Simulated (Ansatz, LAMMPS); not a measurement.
# Relaxing poly(vinylidene fluoride) with Li+ BF4- (capped chains of 10 units), from a frame at 300 K (142 atoms), part 2 of 2

Wanted: the relaxed structure of poly(vinylidene fluoride) with Li+ BF4- (capped chains of 10 units), from a frame at 300 K (142 atoms) and its electronic structure.

Ansatz 0.2.0; Kohn-Sham DFT, LDA, PAW (set soft_2), plane waves.

The cell: 44 C, 44 F, 52 H, 1 B and 1 Li. The network of contacts between molecules at the start is that of the classical potential that made the cell. The functional has no dispersion term. The density was typed from a rule of thumb and may lie off the real one at this temperature. Sampling is at Γ alone, for a cell whose shortest periodic width is 11 Å.

So far. Step 4 (Relaxation): The relaxation changed the energy by -49.2 meV/atom, and atoms moved by 0.47 Å r.m.s., 1.4 Å at most.

## (6) Single point at the relaxed geometry

One more single point at the end of the walk gives the fuller output and checks the residual forces.

Contents of input.yaml:

```yaml
crystal:
  lattice:
    - [11.21675, 0.0, 0.0]
    - [0.0, 11.21675, 0.0]
    - [0.0, 0.0, 11.21675]
  atoms:
    - { symbol: C, position: [0.57813, 0.6462, 0.70129] }
    - { symbol: C, position: [0.56324, 0.76247, 0.63524] }
    - { symbol: C, position: [0.43906, 0.81134, 0.63666] }
    - { symbol: F, position: [0.36352, 0.73222, 0.58045] }
    - { symbol: F, position: [0.43609, 0.91135, 0.56606] }
    - { symbol: C, position: [0.39017, 0.83947, 0.75821] }
    - { symbol: C, position: [0.26924, 0.89734, 0.76347] }
    - { symbol: F, position: [0.27425, 0.00725, 0.71023] }
    - { symbol: F, position: [0.24664, 0.92073, 0.88111] }
    - { symbol: C, position: [0.16667, 0.82759, 0.71253] }
    - { symbol: C, position: [0.04438, 0.86819, 0.75097] }
    - { symbol: F, position: [0.02658, 0.83672, 0.86806] }
    - { symbol: F, position: [0.96418, 0.80279, 0.68853] }
    - { symbol: C, position: [0.0183, 0.99974, 0.73809] }
    - { symbol: C, position: [0.88802, 0.02878, 0.72291] }
    - { symbol: F, position: [0.85398, 0.99998, 0.61045] }
    - { symbol: F, position: [0.8202, 0.95892, 0.79711] }
    - { symbol: C, position: [0.85143, 0.15544, 0.74976] }
    - { symbol: C, position: [0.9162, 0.25173, 0.68347] }
    - { symbol: F, position: [0.87557, 0.35881, 0.73266] }
    - { symbol: F, position: [0.03351, 0.24871, 0.71323] }
    - { symbol: C, position: [0.90754, 0.25831, 0.54971] }
    - { symbol: C, position: [0.78467, 0.27702, 0.49812] }
    - { symbol: F, position: [0.72734, 0.36498, 0.55952] }
    - { symbol: F, position: [0.71708, 0.1773, 0.51532] }
    - { symbol: C, position: [0.77955, 0.31371, 0.36873] }
    - { symbol: C, position: [0.83586, 0.23413, 0.27495] }
    - { symbol: F, position: [0.76032, 0.23462, 0.17882] }
    - { symbol: F, position: [0.83928, 0.11836, 0.31249] }
    - { symbol: C, position: [0.95772, 0.27348, 0.23366] }
    - { symbol: C, position: [0.01915, 0.19618, 0.14166] }
    - { symbol: F, position: [0.94003, 0.15886, 0.05669] }
    [... 104 atom lines left out ...]
    - { symbol: B, position: [0.99747, 0.56461, 0.534] }
    - { symbol: F, position: [0.9646, 0.50662, 0.43051] }
    - { symbol: F, position: [0.06417, 0.66399, 0.51122] }
    - { symbol: F, position: [0.06268, 0.48437, 0.60791] }
    - { symbol: F, position: [0.89592, 0.59154, 0.60458] }
    - { symbol: Li, position: [0.9553, 0.51194, 0.7407] }
kpoints:
  mp_grid: { grid: [1, 1, 1] }
hamiltonian:
  xc: lda
scf:
  occupations: { method: gaussian, width: 0.05 }
output:
  forces: true
  stress: true
  populations: true
  dos:
    method: { smearing: { sigma: 0.15 } }
    de: 0.1
    projected: { site_lists: { B: [B], C: [C], F: [F], H: [H], Li: [Li] } }
  eigenvalues: true
  write_density: true
  write_potential: true
  volumetric_format: npy
  elf: true
```

On the command line:

```console
$ ansatz run input.yaml --threads 4 --pin off --max-ram 8192MiB --backend cpu --events-out ev --progress --plain --runs-dir out
```

The job ended after 28 s (4 threads of Arm Neoverse V1, shared host; peak memory 1.8 GiB; 1.8 min of CPU time).

The program notes that the exchange-correlation potential is rough where the density is thin.

The run gave:

- free energy: -46777.4938 eV
- free energy per atom: -329.4190 eV/atom
- SCF cycles: 10
- pressure: -0.2267 GPa
- r.m.s. force component: 0.00605 eV/Å
- longest force: 0.05772 eV/Å
- Fermi energy: 2.201 eV
- gap (highest filled to lowest empty level): 6.449 eV
- spilling of the projection: 0.008937

Löwdin charges by element and coordination (they lack the spilled electrons, 0.034 e an atom on average):

| element | coordination | atoms | mean charge (e) | spread | least | most |
| --- | --- | --- | --- | --- | --- | --- |
| B | all | 1 | 0.820 | 0 | 0.820 | 0.820 |
| C | all | 44 | 0.0755 | 0.496 | -0.514 | 0.623 |
| F | all | 44 | -0.265 | 0.0342 | -0.388 | -0.224 |
| F | 1 | 39 | -0.258 | 0.0224 | -0.350 | -0.224 |
| F | 2 | 5 | -0.325 | 0.049 | -0.388 | -0.277 |
| H | all | 52 | 0.223 | 0.0151 | 0.178 | 0.245 |
| Li | all | 1 | 0.771 | 0 | 0.771 | 0.771 |

States in the cell by windows of 1 eV, zero at the Fermi level; the larger projections on atomic orbitals stand beside the total:

| from (eV) | to (eV) | total | F p | C p | H s | C s |
| --- | --- | --- | --- | --- | --- | --- |
| -18 | -17 | 1.9 | 0.1 | 0.3 | 0.2 | 1.1 |
| -17 | -16 | 18.8 | 1.3 | 3.5 | 2.0 | 9.9 |
| -16 | -15 | 11.4 | 0.9 | 2.8 | 1.4 | 5.5 |
| -15 | -14 | 11.2 | 0.8 | 3.3 | 1.6 | 4.9 |
| -14 | -13 | 4.9 | 1.3 | 1.2 | 0.3 | 1.5 |
| -13 | -12 | 13.9 | 4.5 | 3.3 | 1.1 | 3.4 |
| -12 | -11 | 22.1 | 10.2 | 4.4 | 2.0 | 3.1 |
| -11 | -10 | 31.4 | 16.3 | 10.1 | 1.4 | 0.9 |
| -10 | -9 | 44.9 | 23.9 | 16.3 | 1.2 | 0.8 |
| -9 | -8 | 31.9 | 16.7 | 9.3 | 3.1 | 1.4 |
| -8 | -7 | 37.8 | 21.0 | 10.5 | 4.6 | 1.3 |
| -7 | -6 | 57.0 | 36.8 | 13.3 | 5.6 | 0.8 |
| -6 | -5 | 91.4 | 63.9 | 17.4 | 8.4 | 0.9 |
| -5 | -4 | 54.0 | 30.9 | 16.8 | 5.1 | 0.5 |
| -4 | -3 | 19.5 | 8.0 | 8.9 | 2.1 | 0.2 |
| -3 | 2 | 0.0 | 0.0 | 0.0 | 0.0 | 0.0 |
| 2 | 3 | 0.1 | 0.0 | 0.0 | 0.0 | 0.0 |
| 3 | 4 | 9.4 | 0.5 | 2.5 | 2.9 | 0.7 |
| 4 | 5 | 30.6 | 2.6 | 10.5 | 7.4 | 1.7 |

Between -26 and -18 eV lie 40 more states.

The stored curve holds about 492 of the 542 electrons; the rest, give or take the few that broadening carries across the Fermi level, lie in deeper levels below its range.

The levels nearest the highest filled one (over half full), pooled over k-points and spins:

| level less the highest filled one (eV) | occupation |
| --- | --- |
| -0.451 | 2 |
| -0.390 | 2 |
| -0.339 | 2 |
| -0.220 | 2 |
| -0.165 | 2 |
| 0 | 2 |
| 6.45 | 0 |
| 6.99 | 0 |
| 7.05 | 0 |
| 7.11 | 0 |
| 7.28 | 0 |
| 7.35 | 0 |

Valence density in the ac plane at fractional y = 0.249, with atoms of C and F and H within 0.2 Å of it. It is the smooth field of the valence electrons, not physical close to the nuclei.

Ten steps, logarithmic in the rise over the least value, from '_' (0 e/Å³) to '@' (11 e/Å³), each cell a mean:
```
____....::::..__________::==++++--::......::::..________________
________________________..::------::::........__________________
__________________________..::--====--::..______________________
________________________..::--++++**++--..____________....______
::::..__________________..--==++****++--..__________....::......
**##++::________________..::--====++++==::______....::--------==
@@@@%%==..________________....::::==++--..______....::==++++++**
##%%##--..______......__________....::..__________..::==++**++**
------..______............________________________....--++**++==
....____............::::::::..______________......::::==++**++--
::______..::::....::======--::..__________..--========++****++==
::______..::::::::==++****==--..________..::==++++++++++++++++--
..______..::------==++++**++==::__________..--==++++++==------::
______..--******==----==++++++::__________....--====--::......__
______::++%%@@%%++::..::::----..__________..::----==--::..______
::::..::==##%%##==..____....______________..::--====++==::....::
==--::..::--==--..__________________________..::--++**++++======
++--..______..______......__________________..::==++++****++++++
++--::..__....______......________________..--**####++++++++****
++==--::::----::..____..__________________..==%%@@%%++--::--==++
++++++==++++++==..________________________..--**##**==....::--==
--==++******++--..__________....____________..::::::..__....::::
::--==++**++--::________..::====::..____________________....::::
....::======::..________::==****==::____........__________......
```
Columns run along a (11.2 Å), rows up along c (11.2 Å). Atoms in or near the plane, at fractional coordinates: C at (0.92, 0.68), F at (0.03, 0.71), C at (0.91, 0.55), C at (0.84, 0.27), F at (0.76, 0.18), C at (0.13, 0.08), H at (0.20, 0.14), C at (0.36, 0.50), F at (0.19, 0.38), C at (0.53, 0.82), H at (0.43, 0.42), H at (0.57, 0.74).

Electrostatic potential energy in the ac plane at fractional y = 0.249, with atoms of C and F and H within 0.2 Å of it. With pseudopotentials it is smooth inside the atoms' cores, unlike the true potential.

Ten even steps from '_' (-49 eV) to '@' (7 eV), each cell a mean:
```
@@@@@@@@@@@@@@@@@@@@@@@@@@@@**##%%@@@@@@@@@@%%@@@@@@@@@@@@@@@@@@
@@@@@@@@@@@@@@@@@@@@@@@@@@@@@@%%%%%%@@@@@@@@@@@@@@@@@@@@@@@@@@@@
@@@@@@@@@@@@@@@@@@@@@@@@@@@@@@%%####%%@@@@@@@@@@@@@@@@@@@@@@@@@@
@@@@@@@@@@@@@@@@@@@@@@@@@@@@%%**....++%%@@@@@@@@@@@@@@@@@@@@@@@@
@@@@@@@@@@@@@@@@@@@@@@@@@@%%##++____==%%@@@@@@@@@@@@@@@@@@@@@@@@
++==**@@@@@@@@@@@@@@@@@@@@@@%%%%**++==##@@@@@@@@@@@@@@%%%%##%%%%
____::%%@@@@@@@@@@@@@@@@@@@@@@@@@@##--**@@@@@@@@@@@@%%##--..::==
::::==@@@@@@@@@@@@@@@@@@@@@@@@@@@@@@%%@@@@@@@@@@@@@@%%**______==
%%%%@@@@@@@@@@@@@@@@@@@@@@@@@@@@@@@@@@@@@@@@@@@@@@@@@@%%++::==##
@@@@@@@@@@@@@@@@@@@@@@@@@@@@@@@@@@@@@@@@@@@@@@@@@@%%%%##==--++%%
@@@@@@@@@@@@@@@@@@%%##****%%@@@@@@@@@@@@@@@@@@%%****##++____..##
@@@@@@@@@@@@@@%%%%%%--____++%%@@@@@@@@@@@@@@%%**..__--**--::==%%
@@@@@@@@@@@@%%%%####==....++%%@@@@@@@@@@@@@@%%##--..==##%%%%%%@@
@@@@@@@@@@**==++##%%%%##**::--%%@@@@@@@@@@@@@@%%####%%%%@@@@@@@@
@@@@@@@@##..__..##@@@@@@%%**##@@@@@@@@@@@@@@@@%%####%%%%@@@@@@@@
%%%%@@@@%%--::--%%@@@@@@@@@@@@@@@@@@@@@@@@@@@@%%########%%@@@@@@
**##@@@@@@@@%%@@@@@@@@@@@@@@@@@@@@@@@@@@@@@@@@@@%%++....++######
**%%@@@@@@@@@@@@@@@@@@@@@@@@@@@@@@@@@@@@@@@@@@@@##==____--++::::
++%%@@@@@@@@@@@@@@@@@@@@@@@@@@@@@@@@@@@@@@@@@@++----==++##==____
**##%%%%@@%%**##@@@@@@@@@@@@@@@@@@@@@@@@@@@@%%::__..**%%%%##**++
++++##**++++::++@@@@@@@@@@@@@@@@@@@@@@@@@@@@@@++--++%%@@@@@@%%##
####++____::**%%@@@@@@@@@@@@@@@@@@@@@@@@@@@@@@@@@@@@@@@@@@@@@@%%
@@%%**..__--##@@@@@@@@@@@@@@%%@@@@@@@@@@@@@@@@@@@@@@@@@@@@@@@@@@
@@@@%%##**##%%@@@@@@@@@@@@%%++++%%@@@@@@@@@@%%@@@@@@@@@@@@@@@@@@
```
Columns run along a (11.2 Å; values clipped at the 3rd and 97th percentile), rows up along c (11.2 Å). Atoms in or near the plane, at fractional coordinates: C at (0.92, 0.68), F at (0.03, 0.71), C at (0.91, 0.55), C at (0.84, 0.27), F at (0.76, 0.18), C at (0.13, 0.08), H at (0.20, 0.14), C at (0.36, 0.50), F at (0.19, 0.38), C at (0.53, 0.82), H at (0.43, 0.42), H at (0.57, 0.74).

Mean Löwdin charges: B +0.82, C +0.08, F -0.27, H +0.22, Li +0.77 e (they miss 0.89 % of the electrons, so they add up to more than the cell's charge).

A closer look about H133, picked at random: 13 atoms, nearest first, numbered in the order of the input, with positions taken from that point.

| atom | x | y | z | distance (Å) | bonds | Löwdin charge (e) |
| --- | --- | --- | --- | --- | --- | --- |
| H133 | 0.00 | 0.00 | 0.00 | 0.00 | 1 | 0.23 |
| C106 | -0.53 | 0.85 | -0.46 | 1.10 | 4 | -0.36 |
| H132 | 0.05 | 1.17 | -1.35 | 1.78 | 1 | 0.22 |
| C103 | -0.51 | 1.98 | 0.55 | 2.11 | 4 | 0.62 |
| C107 | -1.88 | 0.38 | -0.92 | 2.13 | 4 | 0.62 |
| H130 | 1.52 | 1.54 | 1.01 | 2.39 | 1 | 0.21 |
| F28 | 0.79 | -0.71 | 2.14 | 2.39 | 1 | -0.26 |
| F92 | -0.43 | -2.42 | 0.26 | 2.47 | 1 | -0.25 |
| H135 | -1.36 | -1.61 | -1.46 | 2.57 | 1 | 0.21 |
| F104 | -1.11 | 1.58 | 1.70 | 2.57 | 1 | -0.24 |
| F109 | -2.63 | -0.01 | 0.16 | 2.63 | 1 | -0.26 |
| C102 | 0.89 | 2.44 | 0.91 | 2.75 | 4 | -0.35 |
| C110 | -1.84 | -0.74 | -1.91 | 2.75 | 4 | -0.51 |

The column of bonds counts only the pairs H-C within 1.34 Å, C-C within 1.85 Å, C-F within 1.62 Å, F-B within 1.72 Å, F-Li within 2.46 Å; other neighbours, such as metal atoms beside each other in a compound, aren't counted, and periodic images can show an atom twice.

## (7) Outcome

| Item | Value |
| --- | --- |
| energy change in the relaxation | -49.24 meV/atom |
| r.m.s. displacement | 0.471 Å |
| largest displacement | 1.354 Å |
| free energy per atom | -329.4190 eV/atom |
| pressure | -0.2267 GPa |
| r.m.s. force component | 0.00605 eV/Å |
| gap (highest filled to lowest empty level) | 6.449 eV |
| wall time of the 3 DFT runs | 4 min |

**Reading.** Relaxation lowers the energy by 49.2 meV/atom and moves atoms by 0.47 Å r.m.s.; the r.m.s. force component goes from 0.92 to 0.0060 eV/Å, the pressure goes from 1.6 to -0.23 GPa, and the gap from 6.03 to 6.45 eV. By the final cutoffs no bond was broken or made. From the first step to the last the energy fell by 6.993 eV, and the largest move was 1.35 Å (F140, with 1 other atom within 2 % of it). The F-Li bonds change most in mean length: from 2.028 Å (spread 0.201) to 1.948 Å (spread 0.059). Counting bonds as in the table, all B atoms have 4, all C atoms have 4, 89 % of F atoms have 1 and all H atoms have 1 bonded neighbour. The highest filled and lowest empty levels differ by 6.45 eV (at Γ alone); a local or semilocal functional tends to put such gaps too low. In a disordered cell it changes from sample to sample, and tail or defect levels can set it.

What to keep in mind: The network of contacts between molecules at the start is that of the classical potential that made the cell; in DFT atoms moved by 0.47 Å r.m.s.

[Logs are printed without paths, hosts, clocks, repeated set-up lines and the standing remarks that a program may print on its own settings, such as how far it seeks lower states.]

[Hosts, paths, dates, database ids (printed as entryN), source tags and the programs' standing remarks are cut or masked in the printed files.]
